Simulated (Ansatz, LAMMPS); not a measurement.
## Relaxing glassy 57SiO2-27Al2O3-16BaO (mol %) (149 atoms)

How does glassy 57SiO2-27Al2O3-16BaO (mol %) (149 atoms) relax, and what do bonds, charges and levels look like afterwards?

Calculated with Ansatz 0.2.0; Kohn-Sham DFT, revPBE, PAW (set soft_2), plane waves.

Report form: the programs' logs are mostly left out.

## 1. Set-up

The cell holds 149 atoms: 25 Si, 24 Al, 7 Ba and 93 O. Cell: a = 13.216 Å, b = 13.216 Å, c = 13.216 Å, α = 90.0°, β = 90.0°, γ = 90.0°. 149 atoms (25 Si, 24 Al, 7 Ba, 93 O) placed at random at 2.73 g/cm³, melted at 4000 K for 10 ps at fixed volume with the Morse and Coulomb pair potential with partial charges (Pedone, Malavasi, Menziani, Cormack and Segre, J. Phys. Chem. B 110, 11780 (2006)). Quenched from 4000 K to 300 K at 25 K/ps and fixed volume, held 5 ps.

Before any run, some limits are plain. The quench rate of 25 K/ps is many orders above laboratory rates, so the cell is likely richer in defects and strain than a real sample. The network of bonds at the start is that of the classical potential that made the cell. Sampling is at Γ alone, for a cell whose shortest periodic width is 13 Å. The levels lack spin–orbit coupling, which is large for the heavy elements here.

## 2. Making the structure

A classical potential supplies the starting structure, since it reaches far longer times than DFT.

This step: classical MD, Morse and Coulomb pair potential with partial charges (Pedone, Malavasi, Menziani, Cormack and Segre, J. Phys. Chem. B 110, 11780 (2006)) (LAMMPS 22 Jul 2025 - Update 4).

The input, in.lmp:

```
# melt-quench of Si25Al24Ba7O93
units metal
atom_style charge
boundary p p p
region box block 0 13.2156 0 13.2156 0 13.2156
create_box 4 box
mass 1 28.0850   # Si
mass 2 26.9815   # Al
mass 3 137.3270   # Ba
mass 4 15.9990   # O
create_atoms 1 random 25 254758 NULL overlap 1.5 maxtry 2000
create_atoms 2 random 24 254765 NULL overlap 1.5 maxtry 2000
create_atoms 3 random 7 254772 NULL overlap 1.5 maxtry 2000
create_atoms 4 random 93 254779 NULL overlap 1.5 maxtry 2000
pair_style hybrid/overlay pedone 5.5 coul/long 8.0
pair_coeff * * coul/long
pair_coeff 1 4 pedone 0.340554 2.006700 2.100000 1   # Si-O
pair_coeff 2 4 pedone 0.361581 1.900442 2.164818 0.9   # Al-O
pair_coeff 3 4 pedone 0.065011 1.547596 3.393410 5   # Ba-O
pair_coeff 4 4 pedone 0.042395 1.379316 3.618701 22   # O-O
set type 1 charge 2.4
set type 2 charge 1.8
set type 3 charge 1.2
set type 4 charge -1.2
kspace_style pppm 1.0e-4
neigh_modify delay 0 every 1 check yes
thermo_style custom step time temp pe press density
thermo_modify norm yes
timestep 0.002
thermo 100
min_style cg
minimize 1e-4 1e-4 200 2000
reset_timestep 0
velocity all create 4000 254759 mom yes dist gaussian
# [... 11 lines left out ...]
fix md all nvt temp 4000 300 0.2
run 74000 post no
unfix md
thermo 1250
fix md all nvt temp 300 300 0.2
run 2500 post no
unfix md
write_dump all custom glass.dump id type xs ys zs modify sort id
```

Started as:

```sh
> lmp -in in.lmp -log none -nocite
```

Wall time 97 s (1 thread of Arm Neoverse N1, shared host); peak memory 0.071 GiB.

## 3. Single point at the start

A single point comes first, to see the forces before anything moves.

The input, input.yaml:

```yaml
crystal:
  lattice:
    - [13.2156, 0.0, 0.0]
    - [0.0, 13.2156, 0.0]
    - [0.0, 0.0, 13.2156]
  atoms:
    - { symbol: Si, position: [0.35613, 0.5514, 0.70043] }
    - { symbol: Si, position: [0.62987, 0.47602, 0.01892] }
    - { symbol: Si, position: [0.81737, 0.34078, 0.97554] }
    - { symbol: Si, position: [0.18547, 0.71311, 0.02024] }
    - { symbol: Si, position: [0.47994, 0.36902, 0.7632] }
    - { symbol: Si, position: [0.66786, 0.69961, 0.78347] }
    - { symbol: Si, position: [0.20494, 0.12708, 0.33888] }
    - { symbol: Si, position: [0.94941, 0.7876, 0.36577] }
    - { symbol: Si, position: [0.67994, 0.5894, 0.5667] }
    - { symbol: Si, position: [0.28835, 0.54128, 0.92032] }
    - { symbol: Si, position: [0.94053, 0.75009, 0.72028] }
    - { symbol: Si, position: [0.30941, 0.25767, 0.63039] }
    - { symbol: Si, position: [0.85358, 0.71328, 0.14605] }
    - { symbol: Si, position: [0.61739, 0.65552, 0.1545] }
    - { symbol: Si, position: [0.27298, 0.87116, 0.86069] }
    - { symbol: Si, position: [0.80037, 0.05401, 0.07342] }
    - { symbol: Si, position: [0.65755, 0.16273, 0.93286] }
    - { symbol: Si, position: [0.15728, 0.82852, 0.65887] }
    - { symbol: Si, position: [0.55972, 0.85243, 0.53885] }
    - { symbol: Si, position: [0.19623, 0.10148, 0.89714] }
    - { symbol: Si, position: [0.87795, 0.25457, 0.18545] }
    - { symbol: Si, position: [0.04972, 0.12252, 0.70472] }
    - { symbol: Si, position: [0.30162, 0.26226, 0.17228] }
    - { symbol: Si, position: [0.01372, 0.99496, 0.27717] }
    - { symbol: Si, position: [0.66806, 0.05419, 0.54338] }
    - { symbol: Al, position: [0.66292, 0.2177, 0.70012] }
    - { symbol: Al, position: [0.01771, 0.42935, 0.90152] }
    - { symbol: Al, position: [0.96549, 0.78757, 0.96123] }
    - { symbol: Al, position: [0.89952, 0.2755, 0.6187] }
    - { symbol: Al, position: [0.99922, 0.57633, 0.04067] }
    - { symbol: Al, position: [0.27028, 0.32726, 0.40026] }
    - { symbol: Al, position: [0.5101, 0.6451, 0.93813] }
    [... 111 atom lines left out ...]
    - { symbol: O, position: [0.87135, 0.77812, 0.04384] }
    - { symbol: O, position: [0.01091, 0.91263, 0.93796] }
    - { symbol: O, position: [0.84465, 0.80801, 0.65619] }
    - { symbol: O, position: [0.13669, 0.13679, 0.79466] }
    - { symbol: O, position: [0.96355, 0.05167, 0.75748] }
    - { symbol: O, position: [0.07086, 0.54064, 0.54502] }
kpoints:
  mp_grid: { grid: [1, 1, 1] }
hamiltonian:
  xc: revpbe
scf:
  occupations: { method: fermi_dirac, width: 0.025 }
output:
  forces: true
  stress: true
  populations: true
  dos:
    method: { smearing: { sigma: 0.1 } }
    de: 0.1
    projected: { site_lists: { Al: [Al], Ba: [Ba], O: [O], Si: [Si] } }
  eigenvalues: true
```

Started as:

```sh
> ansatz run input.yaml --threads 4 --pin off --max-ram 8192MiB --backend cpu --events-out ev --progress --plain --runs-dir out
```

Run time: 2 min. Hardware: 4 threads of Arm Neoverse N1, shared host; peak memory 3.4 GiB; 7.8 min of CPU time.

The run gave:

```
free energy                                      : -123665.2363 eV
free energy per atom                             : -829.9680 eV/atom
SCF cycles                                       : 10
pressure                                         : 5.819 GPa
r.m.s. force component                           : 1.296 eV/Å
longest force                                    : 5.624 eV/Å
Fermi energy                                     : 5.248 eV
gap (highest filled to lowest empty level) : 2.973 eV
spilling of the projection                       : 0.01181
```

The r.m.s. force component of 1.3 eV/Å and the pressure of 5.8 GPa set the starting point.

Length of the force by element:

```
element  coordination  atoms  mean length of the force (eV/Å)  spread  least  most
     Al           all     24                             2.03   0.927  0.457  3.79
     Ba           all      7                            0.719   0.309  0.329  1.24
      O           all     93                             1.87    1.03  0.395  5.62
     Si           all     25                             2.63    1.12   1.10  5.61
```

## 4. Relaxation

With the cell held, the atoms are moved downhill towards a nearby minimum.

input.yaml, the sections that differ from step 3:

```yaml
output:
  forces: true
relax:
  f_tol: 0.05
  max_steps: 153
# crystal, kpoints, hamiltonian, scf: as in step 3
```

Run time: 11 min. Hardware: 4 threads; peak memory 3.4 GiB; 44 min of CPU time.

Step by step:

```
step  energy less that of the first step (eV)  largest force component (eV/Å)
   1                                   0.0000                          5.1450
   2                                  -6.1112                          3.2111
   3                                 -10.7781                          0.7292
   4                                 -11.2770                          0.4963
   5                                 -11.7169                          0.7772
   6                                 -11.9470                          0.3466
   7                                 -12.1168                          0.2965
   8                                 -12.1753                          0.3023
   9                                 -12.2217                          0.1707
  10                                 -12.1807                          0.2254
  11                                 -12.2338                          0.1712
  12                                 -12.2489                          0.0582
  13                                 -12.2510                          0.0250
```

Relaxation step 10 was tried and not accepted.

The atoms that moved most (Å):

```
atom      dx      dy      dz  length
Ba53   0.395  -0.121   0.832   0.929
 O97  -0.389   0.441   0.050   0.590
Ba52  -0.182   0.366   0.362   0.546
O125  -0.390   0.054   0.267   0.476
 O61  -0.318  -0.233   0.086   0.404
O121   0.131  -0.356  -0.085   0.389
O126   0.196  -0.324  -0.062   0.383
 O76   0.067  -0.077   0.347   0.362
```

The relaxation changed the energy by -82.2 meV/atom, and atoms moved by 0.21 Å r.m.s., 0.93 Å at most.

## 5. Local order after relaxation

Bonds before and after, by the cutoffs listed below:

```
pair  bonds before  bonds after  mean before (Å)  mean after (Å)  spread before (Å)  spread after (Å)
O-Si           100          100            1.621           1.646              0.050             0.033
O-Al            97           97            1.773           1.794              0.082             0.058
O-Ba            57           56            3.088           2.962              0.286             0.294
```

Density 2.73 g/cm³, 15.49 Å³ an atom.

Pair distribution functions g(r), in bins of 0.2 Å:

```
r (Å)  total   O-O   O-Si  O-Al  O-Ba  Si-Si  Si-Al
 1.50   0.13  0.00   0.64  0.00  0.00   0.00   0.00
 1.70   4.53  0.00  13.93  7.99  0.00   0.00   0.00
 1.90   0.89  0.00   0.00  4.42  0.00   0.00   0.00
 2.10   0.00  0.00   0.00  0.00  0.00   0.00   0.00
 2.30   0.00  0.00   0.00  0.00  0.00   0.00   0.00
 2.50   0.47  1.05   0.00  0.00  1.12   0.00   0.00
 2.70   1.82  4.16   0.00  0.11  2.33   0.00   0.00
 2.90   1.25  2.21   0.09  0.14  3.17   1.67   1.77
 3.10   1.14  1.31   0.12  0.42  1.17   2.79   4.90
 3.30   0.96  0.60   0.72  0.98  0.79   2.25   2.96
 3.50   0.82  0.60   1.06  0.97  0.57   0.00   0.00
 3.70   0.93  0.55   1.41  1.33  0.31   0.00   0.21
 3.90   0.96  0.66   1.46  1.32  0.94   0.76   0.41
 4.10   1.17  0.58   2.11  1.72  0.75   1.23   0.82
 4.30   1.26  0.78   1.77  2.04  0.60   0.63   1.06
 4.50   1.04  0.90   1.10  1.29  1.18   1.00   0.91
 4.70   0.92  0.96   0.72  0.79  1.59   1.08   1.46
 4.90   0.96  1.37   0.59  0.56  1.29   0.86   0.76
 5.10   1.05  1.46   0.61  0.62  1.62   0.67   1.29
 5.30   1.07  1.43   0.66  0.79  0.80   1.04   1.53
 5.50   0.97  1.14   0.81  0.65  0.84   1.36   1.46
 5.70   0.98  1.02   0.95  0.92  0.39   1.44   1.14
 5.90   0.90  0.76   0.97  1.23  0.57   1.44   0.75
 6.10   0.95  0.80   1.17  1.06  0.99   0.79   0.78
 6.30   0.88  0.69   1.18  1.23  0.57   0.37   0.50
 6.50   1.03  0.89   1.25  1.06  1.00   1.04   0.68
```

Bonds by pair of elements; cutoffs follow the first minimum of g(r), held within bounds set by covalent radii, and pairs that aren't listed don't count as bonded:

```
pair A-B  cutoff (Å)  bonds  mean length (Å)  spread (Å)  shortest (Å)  B about A  A about B
    O-Si        2.12    100             1.65       0.033          1.58       1.07          4
    O-Al        2.33     97             1.79       0.058          1.68       1.04       4.04
    O-Ba        3.68     56             2.96       0.294          2.44      0.602          8
```

How many atoms have how many bonded neighbours:

```
element  mean   2   3   4  5  6  8  9
     Al  4.04   0   0  23  1  0  0  0
     Ba     8   0   0   0  0  1  4  2
      O  2.72  34  51   8  0  0  0  0
     Si     4   0   0  25  0  0  0  0
```

Bond angles (no mean is given where the spread exceeds 20°):

```
  angle  count  mean (°)  spread (°)
 O-Si-O    150       109         5.5
 O-Al-O    148       109        11.3
Al-O-Si     62       135        15.2
Al-O-Ba     56       105        17.2
```

Oxygen atoms by the number of network formers (Si, P, Ge, B, Al, As, Ga) bound to them:

```
network formers bound to O  O atoms  per cent
                         0        0         0
                         1        3       3.2
                         2       76      81.7
                         3       14      15.1
```

Network units: each former by its oxygen neighbours and how many of them bridge to another former:

```
former  O neighbours  bridging O  atoms
    Si             4           3      2
    Si             4           4     23
    Al             4           3      1
    Al             4           4     22
    Al             5           5      1
```

Bond length by coordination (bonds to H left out):

```
element  coordination  atoms  mean bond length (Å)
     Al             4     23                  1.79
     Al             5      1                  1.90
     Ba             6      1                  2.89
     Ba             8      4                  2.97
     Ba             9      2                  2.96
      O             2     34                  1.68
      O             3     51                  2.07
      O             4      8                  2.31
```

Rings of the network by King's shortest-path rule, up to 12 atoms, one path for each pair of neighbours; H, halogens, alkali and alkaline-earth atoms are left out, and the last column divides by all other atoms, bonded or not:

```
ring size (atoms)  rings  per network atom
                4      4             0.028
                6      6             0.042
                8     24             0.169
               10     28             0.197
               12     37             0.261
```

First main peaks of g(r), for some of the pairs, lie near 2.7 Å (O-O), 1.6 Å (O-Si), 1.8 Å (O-Al), 2.9 Å (O-Ba), 3.0 Å (Si-Si) and 3.1 Å (Si-Al). Counting bonds as in the table, 96 % of Al atoms have 4, 57 % of Ba atoms have 8, 55 % of O atoms have 3 and all Si atoms have 4 bonded neighbours. The O-Si-O angle averages 109° with a spread of 6°. 82 % of the oxygens bridge two formers (Si and Al) and 3 % are non-bridging; 15 % join three. The commonest Si unit has 4 oxygens, 4 of them shared with other formers (23 of 25 atoms). Rings of 12 atoms are the most common (37 % of those counted); sizes run from 4 to 12, where the search stops.

[end of part 1 of 2]

[Logs are printed without paths, hosts, clocks, repeated set-up lines and the standing remarks that a program may print on its own settings, such as how far it seeks lower states.]

[Hosts, paths, dates, database ids (printed as entryN), source tags and the programs' standing remarks are cut or masked in the printed files.]
